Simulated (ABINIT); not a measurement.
# GaP (F-43m): G0W0 with ABINIT, start to end

How does a plane-wave GW calculation on GaP (F-43m) run from the first input to the gap?

Method: LDA and many-body steps on it, plane waves, in ABINIT 10.8.3.

**What was measured.**

- Gap 2.25 ± 0.04 eV: optical gap from Tauc plot (fundamental, indirect); spectroscopic ellipsometry, Tauc-Lorentz fit and Tauc plot; 300 K; film (GaP layer on Si reference sample) on Si (“Assessment of GaPSb/Si tandem material association properties for photoelectrochemical cells”, 2020, arxiv:2002.02774).

Report form: the programs' logs are mostly left out.

**1. The starting structure**

The structure is cubic, space group F-43m (No. 216). The conventional cell has a = 5.450 Å, b = 5.450 Å, c = 5.450 Å, α = 90.00°, β = 90.00°, γ = 90.00°. Nearest to Ga lie 4 P at 2.36 Å. P has 4 Ga at 2.36 Å nearest. Farther neighbours are not listed.

The cell and positions come from the Crystallography Open Database and are kept as given unless a step says otherwise.

**2. Ground state**

This step: ABINIT 10.8.3; DFT, LDA, plane waves, norm-conserving pseudopotentials.

The ground-state density comes first.

run.abi

```
acell 3*1.0 Angstrom
rprim 
  0.000000000000 2.725250000000 2.725250000000
  2.725250000000 0.000000000000 2.725250000000
  2.725250000000 2.725250000000 0.000000000000
ntypat 2
znucl 31 15
natom 2
typat 1 2
xred 
  0.000000000000 0.000000000000 0.000000000000
  0.250000000000 0.250000000000 0.250000000000
pp_dirpath "pseudos"
pseudos "Ga.upf, P.upf"
ecut 45
ngkpt 6 6 6
nshiftk 1
shiftk 0 0 0
kptopt 1
chksymbreak 0
nband 18
occopt 1
tolvrs 1e-10
nstep 60
prtwf 0
optforces 0
optstress 0
indata_prefix "in"
outdata_prefix "out"
tmpdata_prefix "tmp"
```

Run with:

```sh
OMP_NUM_THREADS=1 mpirun -n 4 abinit run.abi > log
```

Elapsed: 13 s, on 4 MPI ranks of Arm Neoverse V2, shared host; peak memory 0.32 GiB.

Numbers from this step:

```
total energy               : -6936.8373 eV
gap                        : 1.490 eV
k of the valence top       : 0, 0, 0
k of the conduction bottom : 0.5, 0, 0
least direct gap           : 1.590 eV
```

The gap is indirect, with the least direct gap 0.10 eV higher.

**3. Bands along the symmetry lines**

Levels along a band path, at the cheap level, show where the edges lie and whether the meshes to come will hold them.

run.abi

```
acell 3*1.0 Angstrom
rprim 
  0.000000000000 2.725250000000 2.725250000000
  2.725250000000 0.000000000000 2.725250000000
  2.725250000000 2.725250000000 0.000000000000
ntypat 2
znucl 31 15
natom 2
typat 1 2
xred 
  0.000000000000 0.000000000000 0.000000000000
  0.250000000000 0.250000000000 0.250000000000
pp_dirpath "pseudos"
pseudos "Ga.upf, P.upf"
ecut 45
iscf -2
irdden 1
kptopt 0
nkpt 50
kpt 
  0.00000000 0.00000000 0.00000000
  -0.06250000 -0.06250000 0.00000000
  -0.12500000 -0.12500000 0.00000000
  -0.18750000 -0.18750000 0.00000000
  -0.25000000 -0.25000000 0.00000000
  -0.31250000 -0.31250000 0.00000000
  -0.37500000 -0.37500000 0.00000000
  -0.43750000 -0.43750000 0.00000000
  -0.50000000 -0.50000000 0.00000000
  -0.48437500 -0.48437500 0.03125000
  -0.46875000 -0.46875000 0.06250000
  -0.45312500 -0.45312500 0.09375000
  -0.43750000 -0.43750000 0.12500000
  -0.42187500 -0.42187500 0.15625000
  -0.40625000 -0.40625000 0.18750000
  -0.39062500 -0.39062500 0.21875000
  -0.37500000 -0.37500000 0.25000000
  -0.37500000 0.00000000 0.37500000
  -0.32812500 0.00000000 0.32812500
  -0.28125000 0.00000000 0.28125000
  -0.23437500 0.00000000 0.23437500
  -0.18750000 0.00000000 0.18750000
  -0.14062500 0.00000000 0.14062500
  -0.09375000 0.00000000 0.09375000
  -0.04687500 0.00000000 0.04687500
  0.00000000 0.00000000 0.00000000
  0.00000000 0.00000000 0.06250000
  0.00000000 0.00000000 0.12500000
  0.00000000 0.00000000 0.18750000
  0.00000000 0.00000000 0.25000000
  0.00000000 0.00000000 0.31250000
  0.00000000 0.00000000 0.37500000
  0.00000000 0.00000000 0.43750000
  -0.00000000 -0.00000000 0.50000000
  -0.06250000 -0.03125000 0.46875000
  -0.12500000 -0.06250000 0.43750000
  -0.18750000 -0.09375000 0.40625000
  -0.25000000 -0.12500000 0.37500000
  -0.31250000 -0.15625000 0.34375000
  -0.37500000 -0.18750000 0.31250000
  -0.43750000 -0.21875000 0.28125000
  -0.50000000 -0.25000000 0.25000000
  -0.50000000 -0.28125000 0.21875000
  -0.50000000 -0.31250000 0.18750000
  -0.50000000 -0.34375000 0.15625000
  -0.50000000 -0.37500000 0.12500000
  -0.50000000 -0.40625000 0.09375000
  -0.50000000 -0.43750000 0.06250000
  -0.50000000 -0.46875000 0.03125000
  -0.50000000 -0.50000000 0.00000000
istwfk *1
nband 23
nbdbuf 5
tolwfr 1e-07
nstep 50
prtwf 0
prtvol 0
indata_prefix "in"
outdata_prefix "out"
tmpdata_prefix "tmp"
```

Wall time 19 s (4 MPI ranks); peak memory 0.33 GiB; 74 s of CPU time.

Numbers from this step:

* gap: 1.441 eV
* k of the valence top: 0, 0, 0
* k of the conduction bottom: -0.4375, -0.4375, 0
* least direct gap: 1.590 eV

The gap is 1.441 eV, −0.049 eV from the run before at this level.

The electronic bands at the labelled points (eV, zero at the top of the highest filled band):

| point | band 10 | band 11 | band 12 | band 13 | band 14 | band 15 | band 16 | band 17 |
| --- | --- | --- | --- | --- | --- | --- | --- | --- |
| Γ | -12.52 | 0.00 | 0.00 | 0.00 | 1.59 | 3.79 | 3.79 | 3.79 |
| halfway | -11.48 | -3.75 | -1.70 | -1.70 | 2.04 | 3.57 | 6.64 | 6.64 |
| X | -9.52 | -6.86 | -2.71 | -2.71 | 1.50 | 1.68 | 10.42 | 10.42 |
| halfway | -9.50 | -6.81 | -3.28 | -2.60 | 1.70 | 2.62 | 9.35 | 9.55 |
| U | -9.56 | -6.65 | -3.99 | -2.28 | 2.04 | 4.68 | 8.10 | 8.14 |
| jump to K | -9.56 | -6.65 | -3.99 | -2.28 | 2.04 | 4.68 | 8.10 | 8.14 |
| halfway | -11.38 | -4.31 | -2.49 | -0.67 | 3.15 | 4.85 | 4.91 | 5.72 |
| Γ | -12.52 | 0.00 | 0.00 | 0.00 | 1.59 | 3.79 | 3.79 | 3.79 |
| halfway | -11.75 | -3.94 | -0.67 | -0.67 | 1.98 | 4.65 | 4.65 | 6.17 |
| L | -10.44 | -6.72 | -1.13 | -1.13 | 1.49 | 4.63 | 4.63 | 8.05 |
| halfway | -10.03 | -6.51 | -3.25 | -1.96 | 3.33 | 4.17 | 6.35 | 7.78 |
| W | -9.43 | -6.66 | -3.62 | -3.47 | 4.59 | 4.76 | 5.96 | 6.00 |
| halfway | -9.47 | -6.76 | -3.20 | -3.13 | 2.63 | 2.81 | 8.35 | 8.45 |
| X | -9.52 | -6.86 | -2.71 | -2.71 | 1.50 | 1.68 | 10.42 | 10.42 |

**4. Empty states on the mesh, 4×4×4 mesh, 173 bands**

The sums over transitions need many empty states on a uniform mesh; this step solves for them.

run.abi

```
acell 3*1.0 Angstrom
rprim 
  0.000000000000 2.725250000000 2.725250000000
  2.725250000000 0.000000000000 2.725250000000
  2.725250000000 2.725250000000 0.000000000000
ntypat 2
znucl 31 15
natom 2
typat 1 2
xred 
  0.000000000000 0.000000000000 0.000000000000
  0.250000000000 0.250000000000 0.250000000000
pp_dirpath "pseudos"
pseudos "Ga.upf, P.upf"
ecut 45
ngkpt 4 4 4
nshiftk 1
shiftk 0 0 0
kptopt 1
chksymbreak 0
irdden 1
istwfk *1
nband 173
prtvol 0
optdriver 6
gwr_task "HDIAGO"
paral_kgb 0
occopt 1
indata_prefix "in"
outdata_prefix "out"
tmpdata_prefix "tmp"
```

It took 98 s on 4 MPI ranks; peak memory 3.6 GiB; 6.5 min of CPU time.

Numbers from this step:

```yaml
gap: 1.490 eV
k_of_the_valence_top: 0, 0, 0
k_of_the_conduction_bottom: 0.5, 0, 0
least_direct_gap: 1.590 eV
k_points_computed: 8
lowest_point_of_the_top_converged_band_above_the_valence_top: 126.0893 eV
```

On this mesh the gap is 1.490 eV.

**5. Screening, 4×4×4 mesh, 165 bands, screening to 264 eV**

The RPA dielectric matrix is built and inverted for each q.

This step: RPA screening on LDA, plane waves, norm-conserving pseudopotentials.

run.abi, as its differences from that of step 4:

```diff
@@ -20,10 +20,11 @@
 chksymbreak 0
-irdden 1
 istwfk *1
-nband 173
-prtvol 0
-optdriver 6
-gwr_task "HDIAGO"
-paral_kgb 0
 occopt 1
+irdwfk 1
+optdriver 3
+nband 165
+ecuteps 9.7
+inclvkb 2
+awtr 1
+symchi 1
 indata_prefix "in"
```

Elapsed: 80 s, on 4 MPI ranks; peak memory 1.3 GiB.

Numbers from this step:

* ε∞ with local fields, on this mesh, along the program's q direction: 21.20
* the same without local fields: 22.95
* plasma frequency: 29.76 eV
* plane waves in the screening matrix: 411

Local fields lower ε∞ by 8 %. On a Γ-centred mesh this coarse the value itself is usually too large, while a short band sum pulls it down.

**6. Self-energy, 4×4×4 mesh, 165 bands, screening to 264 eV**

The self-energy is evaluated for the states that the input lists, and the levels follow from it, in one-shot runs by the linearised quasiparticle equation.

This step: G0W0 on LDA, plane waves, norm-conserving pseudopotentials.

run.abi, as its differences from that of step 5:

```diff
@@ -23,8 +23,19 @@
 irdwfk 1
-optdriver 3
+optdriver 4
 nband 165
+gwcalctyp 0
+ecutsigx 45
+symsigma 1
+nkptgw 3
+kptgw 
+  0.0000000000 0.0000000000 0.0000000000
+  0.5000000000 0.0000000000 0.0000000000
+  0.5000000000 0.5000000000 0.0000000000
+bdgw 
+  11 17
+  12 16
+  12 15
 ecuteps 9.7
-inclvkb 2
-awtr 1
-symchi 1
+irdscr 1
+ppmodel 1
 indata_prefix "in"
```

Elapsed: 51 s, on 4 MPI ranks; peak memory 1.4 GiB.

Numbers from this step:

```yaml
g0w0_gap_on_the_points_computed: 2.362 eV
starting_gap_on_the_mesh: 1.490 eV
k_of_the_valence_top: 0, 0, 0
k_of_the_conduction_bottom: 0.5, 0.5, 0
z_at_the_valence_top: 0.782
z_at_the_conduction_bottom: 0.807
least_direct_g0w0_gap_on_the_computed_points: 2.648 eV
```

The gap on the mesh goes from 1.49 eV to 2.36 eV, a correction of +0.87 eV.

Limits: finite bands, cutoff and mesh; no spin-orbit coupling; coarse k mesh. v1 is the top filled band, c1 the lowest empty one. The levels before and after the correction (eV, zero at the valence-band top of each column):

|  | conduction bottom | valence top |
| --- | --- | --- |
| Kohn-Sham | 1.49 | 0.00 |
| G0W0 | 2.36 | 0.00 |

|  | level | energy (eV) |
| --- | --- | --- |
| Kohn-Sham | Γ v3-v1 | 0.000 |
| Kohn-Sham | Γ c1 | 1.590 |
| Kohn-Sham | Γ c2-c4 | 3.788 |
| Kohn-Sham | (0.5 0.5 0) v2-v1 | -2.710 |
| Kohn-Sham | (0.5 0.5 0) c1 | 1.499 |
| Kohn-Sham | (0.5 0.5 0) c2 | 1.677 |
| G0W0 | Γ v3-v1 | 0.000 |
| G0W0 | Γ c1 | 2.648 |
| G0W0 | Γ c2-c4 | 4.916 |
| G0W0 | (0.5 0.5 0) v2-v1 | -2.688 |
| G0W0 | (0.5 0.5 0) c1 | 2.362 |
| G0W0 | (0.5 0.5 0) c2 | 2.641 |

**7. Where the time went**

Times are wall times on 4 MPI ranks of Arm Neoverse V2, shared host, good to a factor of about two.

| step | time | share | memory (GiB) |
| --- | --- | --- | --- |
| ground state | 13 s | 5 % | 0.32 |
| bands along the symmetry lines | 19 s | 7 % | 0.33 |
| empty states on the mesh | 98 s | 37 % | 3.6 |
| screening | 80 s | 31 % | 1.3 |
| self-energy | 51 s | 20 % | 1.4 |

**8. Summary of results**

```yaml
lda_gap: 1.44 eV, indirect
g0w0_gap_on_the_mesh: 2.36 eV
g0w0_gap_over_the_zone_rigid_shift: 2.31 eV
gw_settings: 4×4×4 mesh, 165 bands, screening to 264 eV, Godby-Needs plasmon pole
known_limits: not at the basis limit; no spin-orbit coupling; coarse k mesh
```

G0W0 moves the gap on the mesh from 1.49 eV to 2.36 eV (+0.87 eV), with Z of 0.78 and 0.81 at the edges. The mesh misses the band edges by 0.05 eV in all; a rigid shift gives 2.31 eV for the zone. Local fields lower the RPA ε∞ on this mesh from 22.95 to 21.20; a Γ-centred mesh this coarse tends to raise both, most where the direct gap is narrow, while a short band sum lowers them. Only 3 of the mesh's irreducible points were corrected, so a valley elsewhere could overtake. Against experiment, by G0W0@LDA: the gap of 2.31 eV lies +0.06 eV from the measured 2.25 ± 0.04 eV (indirect, 300 K, on Si, 2020). The calculation has static nuclei and no excitons; a measured gap holds zero-point and thermal motion, which mostly lowers it. Bands and cutoff are finite, so the gap is not at the basis limit. The miss can reach some tenths of an eV and take either sign; the mesh is an error of its own. In the G0W0 run levels were corrected at 3 k points alone, so a gap called «on the mesh» is the least over those, and an edge elsewhere would be missed. The 4×4×4 mesh is coarse for this cell, which bears on the long-range parts of exchange and screening. The many-body steps are scalar-relativistic: spin-orbit coupling is not in them.

[Paths, hosts, dates, memory and timing lines, banners, echoed tables and standing remarks are left out of the program output.]

[Logs are printed without paths, hosts, clocks, repeated set-up lines and the standing remarks that a program may print on its own settings, such as how far it seeks lower states.]

[Runs of the session that timed out or met a known fault of the program may be left out.]

[Hosts, paths, dates, database ids (printed as entryN), source tags and the programs' standing remarks are cut or masked in the printed files.]

[G0W0 gaps are taken among the corrected bands and points alone; a level outside them can change the order at an edge.]

[Where Ansatz stands beside ABINIT at settings called matched, ABINIT's density can come from a denser mesh and the files from another edition; pairs whose starting gaps differed by over 0.03 eV were left out, so agreement reads better than it is.]
